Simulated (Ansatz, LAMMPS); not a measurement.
# Squeezing and shearing Zn34Te25S9 with crystalline order left by the classical run (68 atoms): runs compared

Aim: relax Zn34Te25S9 with crystalline order left by the classical run (68 atoms), then change its volume and shape to read moduli from the stress.

Computed with Ansatz 0.2.0: Kohn-Sham DFT, PBE, PAW (set soft_1), plane waves.

## 1. The cell as built

The cell holds 68 atoms: 34 Zn, 25 Te and 9 S. Cell: a = 12.398 Å, b = 12.398 Å, c = 12.398 Å, α = 90.0°, β = 90.0°, γ = 90.0°. 68 atoms (34 Zn, 25 Te, 9 S) placed at random at 4.97 g/cm³, melted at 2500 K for 10 ps at fixed volume with the Stillinger-Weber II-VI potential (Zhou et al., Phys. Rev. B 88, 085309 (2013)). Quenched from 2500 K to 100 K at 5 K/ps and fixed volume, held 5 ps.

Limits known from the start: The quench rate of 5 K/ps is many orders above laboratory rates, so the cell is likely richer in defects and strain than a real sample. The network of bonds at the start is that of the classical potential that made the cell, and needn't be the one that DFT or experiment would give. Only the Γ point is sampled. The levels lack spin–orbit coupling, which is large for the heavy elements here.

## 2. The reference run

The reference is a single point at the end of the relaxation.

Every strained cell starts from the geometry of this run, and its atoms are relaxed with the cell held.

Its input, with most atom lines left out:

```yaml
crystal:
  lattice:
    - [13.06053, 0.17985, 0.77223]
    - [0.17985, 11.47513, -0.237]
    - [0.77223, -0.237, 12.92341]
  atoms:
    - { symbol: Zn, position: [0.64456, 0.33657, 0.19995] }
    - { symbol: Zn, position: [0.50091, 0.54278, 0.9816] }
    - { symbol: Zn, position: [0.03269, 0.39283, 0.7502] }
    - { symbol: Zn, position: [0.10339, 0.52307, 0.45667] }
    - { symbol: Zn, position: [0.631, 0.02065, 0.72329] }
    - { symbol: Zn, position: [0.20691, 0.84922, 0.5363] }
    - { symbol: Zn, position: [0.88193, 0.0675, 0.60001] }
    [... atom lines 8 to 68 left out ...]
kpoints:
  mp_grid: { grid: [1, 1, 1] }
hamiltonian:
  xc: pbe
  pseudopotentials: { kind: paw, azcp: { folder: soft_1 } }
scf:
  occupations: { method: gaussian, width: 0.025 }
output:
  forces: true
  stress: true
  populations: true
  dos:
    method: { smearing: { sigma: 0.08 } }
    de: 0.1
    projected: { site_lists: { S: [S], Te: [Te], Zn: [Zn] } }
  eigenvalues: true
  write_density: true
  write_potential: true
  volumetric_format: npy
  elf: true
```

| Property | Result |
| --- | --- |
| free energy per atom | -4345.5025 eV/atom |
| r.m.s. force component | 0.00965 eV/Å |
| pressure | 0.0004928 GPa |

Filled and empty levels are parted by 0.932 eV (at Γ alone); a semilocal functional tends to put such gaps too low. In a disordered cell it changes from sample to sample, and tail or defect levels can set it.

## 3. The runs

Each row is one run, on 4 threads of Arm Neoverse V2, shared host. The free energy is the program's total, comparable only between runs with the same functional, potentials and atoms.

```csv
run,atoms,outcome,"ionic steps, all passes",free energy (eV),time,host memory (GiB)
Single point at the start,68,converged,-,-295488.894,40 s,2.7
Cell and atoms relaxed,68,converged,16,-295494.170,9.7 min,2.9
Single point at the relaxed geometry,68,converged,-,-295494.170,51 s,2.8
Volume -3 %,68,converged,5,-295493.996,2.7 min,2.8
Volume +3 %,68,converged,4,-295494.004,2 min,2.9
Volume -6 %,68,converged,6,-295493.434,2.7 min,2.8
Volume +6 %,68,converged,5,-295493.554,2.8 min,3.0
Volume -10 %,68,converged,14,-295492.158,6.5 min,2.7
Stretched by 1 % along x,68,converged,3,-295494.142,100 s,2.9
Compressed by 1 % along x,68,converged,3,-295494.139,97 s,2.9
Sheared by 2 % in xy,68,converged,5,-295494.133,2.7 min,2.9
```

In some runs the program notes that the SCF threshold is loose for the stress.

## 4. Pressure against volume

Atoms are relaxed at each volume, in the scaled cell.

```csv
volume change (%),volume (Å³/atom),energy change (meV/atom),pressure (GPa),largest move on relaxing (Å),bonds,gap (eV)
-10,25.528,29.58,3.27,1.04,127,0.494
-6,26.663,10.82,2.13,0.27,126,0.692
-3,27.514,2.55,0.99,0.12,126,0.815
+0,28.365,0.00,0.00,-,126,0.932
+3,29.215,2.43,-0.91,0.10,126,0.968
+6,30.066,9.05,-1.62,0.20,126,1.05
```

## 5. Uniaxial strain and shear

Stress (GPa, compression positive) less that of the relaxed cell, atoms relaxed:

```csv
strain,xx,yy,zz,xy,energy change (meV/atom)
stretched by 1 % along x,-0.523,-0.200,-0.185,0.003,0.41
compressed by 1 % along x,0.531,0.202,0.206,0.005,0.45
sheared by 2 % in xy,-0.024,0.014,-0.018,-0.314,0.54
```

## 6. What came out

The bulk modulus, from the slope of pressure against ln V over the three points nearest the relaxed volume, is 31.7 GPa; between neighbouring points the slope runs 26, 36, 33, 31 and 25 GPa from the smallest volume up, without a steady fall, so no pressure derivative is given, and the cell yields more easily when compressed beyond -6 %. The count of bonds runs from 126 to 127 over the series, so at some points contacts cross the cutoffs. At -10 % some atom moved by over 0.5 Å on relaxing, so that point may sit in another local minimum. The gap goes from 0.494 eV at the smallest volume to 1.05 eV at the largest, +3.3 eV per unit of ln V by a straight line, on the run's k-points. In the Cartesian axes of the cell, finite differences give C11 = 52.7, C12 = 20.1, C13 = 19.5 and C66 = 15.7 GPa (the shear of 2 % is the engineering strain, εxy = 0.01). The mean of C11, C12 and C13, which equals the bulk modulus in a cubic or isotropic solid, is 30.8 GPa: it agrees with the bulk modulus within 10 %. For an isotropic solid C66 would equal (C11 − C12)/2 = 16.3 GPa; so small a sample needn't be isotropic, and C66 rests on one shear. With the bulk modulus and C66 as K and G, Young's modulus would be about 40 GPa and Poisson's ratio 0.29.

**Limits.** Strains are finite and relaxations stop at the force tolerance of the input, which can leave moduli too stiff; they are those of a static cell at zero temperature. Volumes are changed with the cell's shape held, so in an anisotropic solid the modulus lies over the one under free hydrostatic load. The program notes that the SCF threshold of the relaxations is loose for the stress.

The DFT runs together took 34 min of wall time.

[Logs are printed without paths, hosts, clocks, repeated set-up lines and the standing remarks that a program may print on its own settings, such as how far it seeks lower states.]

[Hosts, paths, dates, database ids (printed as entryN), source tags and the programs' standing remarks are cut or masked in the printed files.]
